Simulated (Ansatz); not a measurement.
# How fast states decay through AsPbBrO2

Wanted: the relaxed cell of AsPbBrO2, its band edges and its decay constants. It is built by putting As for Bi in the BiPbBrO2 structure of space group I4mm, with the volume rescaled by atomic radii. The parent structure comes from the Materials Project.

Calculated with Ansatz 0.2.0; PBE DFT, plane waves, PAW files, in the first sound run; inputs show where later runs differ.

Most raw output is cut from this account.

The structure was built from a prototype and need not be the compound's stable phase.

## Step 1: The structure

The structure is tetragonal, space group I4mm (No. 107). The conventional cell has a = 3.871 Å, b = 3.871 Å, c = 12.736 Å, α = 90.00°, β = 90.00°, γ = 90.00°. As has 4 O at 2.21 Å nearest. Nearest to Pb lie 4 O at 2.35 Å and 4 Br at 3.40 Å. Nearest to Br lie 4 As at 3.36 Å and 4 Pb at 3.40 Å. O has 2 As at 2.21 Å and 2 Pb at 2.35 Å nearest. It derives from BiPbBrO2. As for Bi in the BiPbBrO2 structure of space group I4mm. Farther neighbours and most contacts between anions are not listed.

## Step 2: Cell and atoms at rest

The substituted atoms don't fit the parent's cell, so cell and atoms relax together. A small smearing keeps the run stable in case the gap closes on the way.

input.yaml

```yaml
crystal:
  lattice:
    - [-1.935460994, 1.935460994, 6.3679477872]
    - [1.935460994, -1.935460994, 6.3679477872]
    - [1.935460994, 1.935460994, -6.3679477872]
  atoms:
    - { symbol: As, position: [0.340433, 0.340433, 0.0] }
    - { symbol: Pb, position: [0.652174, 0.652174, 0.0] }
    - { symbol: Br, position: [0.99405, 0.99405, 0.0] }
    - { symbol: O, position: [0.756671, 0.256671, 0.5] }
    - { symbol: O, position: [0.256671, 0.756671, 0.5] }
kpoints:
  mp_grid: { grid: [8, 8, 8] }
scf:
  occupations: { method: gaussian, width: 0.03 }
hamiltonian:
  xc: pbe
output:
  forces: true
  stress: true
relax:
  f_tol: 0.02
  max_steps: 60
  cell: {}
```

Started as:

```bash
$ ansatz run input.yaml --threads 2 --pin off --max-ram 4096MiB --backend cpu --events-out ev --progress --plain --runs-dir out
```

Wall time 65 s (2 threads of Arm Neoverse V2, shared host); peak memory 0.44 GiB.

Relaxation path:

```
step  energy less that of the first step (eV)  largest force component (eV/Å)  pressure (GPa)  volume (Å³)
   1                                   0.0000                          2.0813           -2.39        95.42
   2                                  -0.3430                          0.5006           -2.28        95.48
   3                                  -0.4350                          0.3852            1.01        92.60
   4                                  -0.4778                          0.1874            1.20        92.34
   5                                  -0.5014                          0.0587            0.56        94.99
   6                                  -0.5010                          0.0226           -0.13        95.94
   7                                  -0.5014                          0.0072           -0.02        95.81
  8*                                  -0.5060                          0.0081            0.05        95.81
   9                                  -0.5060                          0.0058            0.03        96.30
  10                                  -0.5057                          0.0065           -0.01        96.48
 11*                                  -0.5069                          0.0065            0.00        96.48
```

Relaxation steps marked * repeat the geometry before them on a plane-wave basis chosen anew for their cell, so energy and pressure can jump there.

The run keeps the 8 symmetry operations that it works with, so distortions that break them were not tested.

```
conventional cell, symmetrised  before   after  change
                         a (Å)   3.871   3.786  -2.2 %
                         b (Å)   3.871   3.786  -2.2 %
                         c (Å)  12.736  13.464  +5.7 %
              volume (Å³/atom)   19.08   19.30  +1.1 %
```

The atoms that moved most (Å, as changes of fractional coordinates times the final cell):

```
atom     dx     dy      dz  length
 As1  0.000  0.000  -0.266   0.266
 Br3  0.000  0.000   0.198   0.198
 Pb2  0.000  0.000  -0.119   0.119
  O4  0.000  0.000   0.093   0.093
  O5  0.000  0.000   0.093   0.093
```

Final coordinates:

```xyz
5
Lattice="-1.8929 1.8929 6.7321 1.8929 -1.8929 6.7321 1.8929 1.8929 -6.7321" Properties=species:S:1:pos:R:3 pbc="T T T"
As    0.0000    0.0000    4.3180
Pb    0.0000    0.0000    8.6624
Br    0.0000    0.0000   13.5821
O     0.0000    1.8929    3.5490
O     1.8929    0.0000    3.5490
```

Numbers from this step:

- free energy: -20680.2844 eV
- Fermi energy: 7.399 eV
- pressure: -0.002845 GPa

The largest force component on a free atom ends at 0.0065 eV/Å.

## Step 3: Band edges

The energy window and the wavevectors of the next steps follow from the band edges, so these are searched first, off the mesh as well.

input.yaml

```yaml
crystal:
  lattice:
    - [-1.8928551836, 1.8928551836, 6.732096136]
    - [1.8928551836, -1.8928551836, 6.732096136]
    - [1.8928551836, 1.8928551836, -6.732096136]
  atoms:
    - { symbol: As, position: [0.3206988266, 0.3206988266, 0.0] }
    - { symbol: Pb, position: [0.6433640947, 0.6433640947, 0.0] }
    - { symbol: Br, position: [1.0087538889, 1.0087538889, 0.0] }
    - { symbol: O, position: [0.7635910949, 0.2635910949, 0.5] }
    - { symbol: O, position: [0.2635910949, 0.7635910949, 0.5] }
kpoints:
  mp_grid: { grid: [8, 8, 8] }
  band_path: { path: [VBM, CBM], npoints: 30 }
scf:
  occupations: { method: fixed }
hamiltonian:
  xc: pbe
output:
  eigenvalues: true
  write_potential: true
  write_density: true
  volumetric_format: npy
  elf: true
```

The job ended after 20 s (2 threads; peak memory 0.42 GiB).

This step gave:

```
Fermi energy        : 6.940 eV
gap on the k-mesh   : 0.9174 eV
gap on path         : 0.9041 eV, by band count; negative where bands overlap
direct gap on path  : 1.301 eV
edge places on path : 0, 1.822 1/A along the path
```

Electronic bands along the path, in eV, zero at the Fermi level (highest filled level under fixed occupations); v1 is the highest filled band, c1 the lowest empty one:

```
  point     v4     v3     v2     v1    c1    c2    c3    c4
    VBM  -2.16  -0.89  -0.59   0.01  2.51  4.04  5.19  5.66
halfway  -1.61  -1.27  -1.01  -0.63  3.30  3.81  4.45  5.49
    CBM  -1.52  -0.82  -0.82  -0.54  0.92  4.54  4.85  4.85
```

ELF in the ab plane of the cell as run, not the conventional one, at fractional z = 1.000, with atoms of As and Pb and Br within 0.2 Å of it. It is the smooth field of the valence electrons, not physical close to the nuclei.

Values, 11 rows by 16 columns, each cell a mean:
```
0.32 0.29 0.76 0.75 0.28 0.10 0.12 0.10 0.07 0.05 0.04 0.02 0.03 0.32 0.73 0.75
0.80 0.81 0.84 0.84 0.52 0.19 0.28 0.36 0.30 0.19 0.09 0.03 0.01 0.02 0.18 0.55
0.22 0.49 0.68 0.73 0.55 0.21 0.26 0.44 0.32 0.25 0.31 0.22 0.05 0.02 0.01 0.04
0.03 0.06 0.12 0.19 0.22 0.12 0.13 0.37 0.37 0.08 0.05 0.25 0.29 0.08 0.04 0.03
0.07 0.15 0.31 0.39 0.26 0.09 0.03 0.13 0.39 0.39 0.16 0.08 0.31 0.27 0.08 0.05
0.08 0.18 0.41 0.65 0.79 0.73 0.40 0.07 0.08 0.27 0.41 0.39 0.39 0.40 0.19 0.06
0.05 0.14 0.34 0.44 0.46 0.70 0.86 0.66 0.13 0.03 0.11 0.21 0.29 0.30 0.22 0.08
0.04 0.05 0.19 0.40 0.34 0.38 0.58 0.83 0.62 0.11 0.10 0.27 0.35 0.32 0.24 0.12
0.39 0.13 0.05 0.15 0.35 0.39 0.41 0.61 0.68 0.34 0.10 0.43 0.75 0.81 0.77 0.64
0.78 0.67 0.31 0.06 0.07 0.18 0.27 0.32 0.34 0.25 0.08 0.20 0.72 0.86 0.70 0.60
0.15 0.64 0.76 0.39 0.07 0.04 0.07 0.09 0.10 0.08 0.05 0.03 0.34 0.78 0.73 0.14
```
Columns run along a (7.2 Å), rows up along b (7.2 Å). Atoms in or near the plane, at fractional coordinates: As at (0.32, 0.32), Pb at (0.64, 0.64), Br at (0.01, 0.01).

Electrostatic potential energy in the ab plane of the cell as run, not the conventional one, at fractional z = 1.000, with atoms of As and Pb and Br within 0.2 Å of it. With pseudopotentials it is smooth inside the atoms' cores, unlike the true potential.

Ten even steps from '_' (-49 eV) to '@' (13 eV), each cell a mean:
```
______**@@@@@@@@@@@@@@@@@@@@@@@@@@@@##..
::____==%%@@@@@@%%%%@@@@@@@@@@@@@@@@@@##
%%==--++%%@@@@@@%%####%%@@@@@@@@@@@@@@@@
@@@@%%%%%%@@@@@@##++--==##%%@@@@@@@@@@@@
@@@@@@@@@@@@@@@@%%==::::--++%%@@@@@@@@@@
@@@@@@@@@@@@@@@@%%**::----::++%%@@@@@@@@
@@@@@@@@@@@@@@@@@@%%==--++==::++%%@@@@@@
@@@@@@@@@@@@@@@@@@@@##----++----##@@@@@@
@@@@%%%%@@@@@@@@@@@@@@**------::==%%@@@@
@@@@%%####%%@@@@@@@@@@@@##==::::--##@@@@
@@@@##******##@@@@@@@@@@@@%%**==++##%%@@
@@@@%%**##%%####%%@@@@@@@@@@%%%%##%%%%@@
@@@@%%**##@@@@####@@@@@@@@@@@@@@@@@@@@@@
@@@@@@%%**%%@@@@####@@@@@@@@@@@@@@@@@@@@
@@@@@@@@##**%%@@%%**%%@@@@@@@@@@@@@@@@@@
@@@@@@@@@@##**####**##@@@@@@@@@@%%%%%%@@
%%@@@@@@@@@@%%******##%%@@@@@@@@%%++==**
==%%@@@@@@@@@@%%%%##%%%%@@@@@@@@%%--____
__--%%@@@@@@@@@@@@@@@@@@@@@@@@@@@@==____
____==%%@@@@@@@@@@@@@@@@@@@@@@@@@@%%::__
```
Columns run along a (7.2 Å; values clipped at the 3rd and 97th percentile), rows up along b (7.2 Å). Atoms in or near the plane, at fractional coordinates: As at (0.32, 0.32), Pb at (0.64, 0.64), Br at (0.01, 0.01).

Valence density in the ab plane of the cell as run, not the conventional one, at fractional z = 1.000, with atoms of As and Pb and Br within 0.2 Å of it. It is the smooth field of the valence electrons, not physical close to the nuclei.

Values in e/Å³, 11 rows by 16 columns, each cell a mean:
```
 1  1  1  0  0  0  0  0  0  0  0  0  0  0  0  1
 1  1  1  1  0  0  0  0  1  0  0  0  0  0  0  0
 0  0  0  0  0  0  0  1  3  3  2  0  0  0  0  0
 0  0  0  0  0  0  0  0  2  6  8  3  1  0  0  0
 0  0  0  0  0  0  0  0  0  2  5  6  3  1  0  0
 0  0  0  1  1  0  0  0  0  0  1  2  2  1  0  0
 0  0  1  4 11  5  1  0  0  0  0  0  0  0  0  0
 0  0  0  1 11 24  9  1  0  0  0  0  0  0  0  0
 0  0  0  0  0  3  5  2  0  0  0  0  0  1  1  0
 1  0  0  0  0  0  0  0  0  0  0  0  0  1  1  1
 1  1  0  0  0  0  0  0  0  0  0  0  0  0  1  1
```
Columns run along a (7.2 Å), rows up along b (7.2 Å). Atoms in or near the plane, at fractional coordinates: As at (0.32, 0.32), Pb at (0.64, 0.64), Br at (0.01, 0.01).

The searched edges give 0.904 eV, against 0.917 eV on the mesh.

## Step 4: Complex bands, plane (110), k-mesh 8×8×8

This step: PBE DFT, plane waves, PAW files; complex bands by layer matching along the plane's normal (Ansatz 0.2.0).

The same crystal is laid in a cell whose first two vectors span the (110) plane (indices of the standard conventional cell, whose axes can be ordered otherwise than in the bulk input). At fixed energy and wavevector in the plane the solver finds all kz, real and complex. A few wavevectors are listed, (0, 0) and (0, -0.5) in units of the plane's reciprocal vectors; the slowest state needn't be among them.

input.yaml

```yaml
crystal:
  lattice:
    - [5.353802945, 0.0, 0.0]
    - [2.676901472, 6.732096136, 0.0]
    - [2.676901472, 0.0, 2.676901472]
  atoms:
    - { symbol: As, position: [0.6793011734, 0.6413976532, 0.0] }
    - { symbol: Pb, position: [0.3566359053, 0.2867281894, 0.0] }
    - { symbol: Br, position: [0.9912461111, 0.0175077778, 0.0] }
    - { symbol: O, position: [0.7364089051, 0.5271821898, 0.5] }
    - { symbol: O, position: [0.2364089051, 0.5271821898, 0.5] }
kpoints:
  mp_grid: { grid: [8, 8, 8] }
scf:
  occupations: { method: fixed }
hamiltonian:
  xc: pbe
output:
  eigenvalues: true
  transmission:
    leads: [[0, 0]]
    kpoints: [[0.0, 0.0], [0.0, -0.5]]
    e_range: [-1.0, 1.9]
    de: 0.06
```

The job ended after 72 s (2 threads; peak memory 0.85 GiB; 2.1 min of CPU time).

Numbers from this step:

```yaml
level_to_which_the_leads_are_filled: 0.4587 eV from the Fermi level
decay_constant_at_the_filling_level_zone_centre: 0.2087 Å⁻¹
decay_constant_at_the_filling_level_slowest_listed_point: 0.1957 Å⁻¹
```

K parallel (0, 0); values up to 1.5 1/Å, a degenerate pair printed once or twice; energies at which all values exceed this have no row. Im kz of the slowest decaying states against energy, zero at the highest filled level on the SCF mesh:

```
energy (eV)  decay 1 (Å⁻¹)  decay 2 (Å⁻¹)  decay 3 (Å⁻¹)  decay 4 (Å⁻¹)
      -1.00         0.0788          0.242          0.359          0.488
      -0.88          0.103          0.122          0.259          0.396
      -0.76          0.171          0.233          0.274          0.438
      -0.64          0.203          0.287          0.303          0.483
      -0.52          0.226          0.300          0.354          0.529
      -0.40          0.242          0.311          0.392          0.549
      -0.28          0.118          0.255          0.320          0.423
      -0.22          0.149          0.260          0.325          0.437
      -0.10         0.0156          0.190          0.267          0.333
       0.02          0.113          0.216          0.273          0.340
       0.14          0.155          0.235          0.277          0.346
       0.26          0.182          0.249          0.281          0.351
       0.38          0.201          0.259          0.284          0.355
       0.50          0.215          0.267          0.286          0.358
       0.62          0.224          0.272          0.287          0.361
       0.74          0.229          0.275          0.288          0.363
       0.86          0.230          0.277          0.287          0.363
       0.98          0.227          0.277          0.285          0.363
       1.10          0.220          0.275          0.281          0.362
       1.16          0.215          0.273          0.279          0.361
       1.28          0.199          0.269          0.274          0.358
       1.40          0.174          0.263          0.267          0.354
       1.52          0.128          0.255          0.260          0.348
       1.64          0.245          0.251          0.339          0.577
       1.76         0.0675          0.232          0.243          0.324
       1.88          0.216          0.238          0.253          0.277
```

K parallel (0, -0.5); values up to 1.5 1/Å, a degenerate pair printed once or twice; energies at which all values exceed this have no row. Im kz of the slowest decaying states against energy, zero at the highest filled level on the SCF mesh:

```
energy (eV)  decay 1 (Å⁻¹)  decay 2 (Å⁻¹)  decay 3 (Å⁻¹)  decay 4 (Å⁻¹)
      -1.00          0.105          0.225          0.270          0.367
      -0.88          0.145          0.250          0.285          0.403
      -0.76          0.041          0.134          0.167          0.270
      -0.64         0.0474          0.180          0.218          0.285
      -0.52          0.186          0.271          0.298          0.318
      -0.40          0.184          0.308          0.312          0.327
      -0.28          0.128          0.173          0.316          0.334
      -0.22          0.162          0.162          0.320          0.338
      -0.10          0.156          0.207          0.325          0.343
       0.02          0.111          0.189          0.237          0.329
       0.14          0.147          0.211          0.259          0.332
       0.26          0.171          0.225          0.276          0.333
       0.38          0.188          0.234          0.289          0.334
       0.50          0.202          0.239          0.299          0.333
       0.62          0.213          0.239          0.308          0.331
       0.74          0.223          0.233          0.315          0.328
       0.86          0.231          0.237          0.262          0.321
       0.98          0.238          0.318          0.320          0.325
       1.10          0.246          0.312          0.328          0.342
       1.16          0.250          0.308          0.329          0.349
       1.28          0.260          0.300          0.331          0.362
       1.40          0.272          0.290          0.332          0.371
       1.52          0.278          0.286          0.332          0.379
       1.64          0.265          0.299          0.331          0.384
       1.76          0.249          0.313          0.329          0.389
       1.88          0.230          0.325          0.326          0.392
```

K parallel (0, -0.5). Table of Re kz of states that move upwards by energy, zero at the highest filled level on the SCF mesh:

```
energy (eV)  channel 1 (Å⁻¹)  channel 2 (Å⁻¹)  channel 3 (Å⁻¹)  channel 4 (Å⁻¹)
     -1.000           -0.782           -0.248          -0.0984            0.554
     -0.820           -0.744            0.727                -                -
     -0.580           -0.690            0.920                -                -
     -0.400           -0.643           0.0918             1.08                -
     -0.220           -0.582            0.203                -                -
      0.020                -                -                -                -
      0.200                -                -                -                -
      0.380                -                -                -                -
      0.620                -                -                -                -
      0.800                -                -                -                -
      0.980            0.158                -                -                -
      1.220            0.323                -                -                -
      1.400            0.408                -                -                -
      1.580            0.477                -                -                -
      1.820            0.548                -                -                -
```

At the listed wavevectors the last open channel is at -0.10 eV and the next at +0.92 eV on the grid. At +0.44 eV, the grid energy nearest the filling level (the middle of the gap on the SCF mesh), the slowest state at the listed wavevectors decays with κ = 0.196 Å⁻¹, its amplitude falling by e over 5.1 Å. Through 1 nm of this crystal that state's transmission falls by exp(−2 × 0.196 Å⁻¹ × 10 Å) = 0.020.

## Step 5: Decay over the two-dimensional zone

The listed points could miss the slowest state, so one energy near mid-gap is solved on a mesh of 8×4.

Changes to input.yaml since step 4:

```diff
@@ -19,6 +19,2 @@
   eigenvalues: true
-  transmission:
-    leads: [[0, 0]]
-    kpoints: [[0.0, 0.0], [0.0, -0.5]]
-    e_range: [-1.0, 1.9]
-    de: 0.06
+  transmission: { leads: [[0, 0]], kmesh: [8, 4], e_range: [0.45, 0.46], de: 0.05 }
```

It took 45 s on 2 threads; peak memory 0.95 GiB; 90 s of CPU time.

This step gave:

| Item | Value |
| --- | --- |
| least decay constant on the mesh | 0.1968 Å⁻¹ |

Slowest decay constant (1/Å; 0 where a channel is open) over k1 and k2. At 0.4500 eV from the Fermi level.

Ten even steps from '_' (0.197) to '@' (0.282):
```
%%**==--==**@@@@
%%@@@@--..--@@@@
%%@@@@**==--==**
%%%%==..__..==%%
```
Columns: k1 (b1) from -0.5 to 0.375; rows upwards: k2 (b2) from -0.5 to 0.25.

The least value on the mesh is 0.197 Å⁻¹ at +0.45 eV. At that energy the listed points give about 0.197 Å⁻¹ by interpolation, so the mesh holds no clearly slower state.

(Continued in part 2 of 3.)

[Logs are printed without paths, hosts, clocks, repeated set-up lines and the standing remarks that a program may print on its own settings, such as how far it seeks lower states.]

[Hosts, paths, dates, database ids (printed as entryN), source tags and the programs' standing remarks are cut or masked in the printed files.]
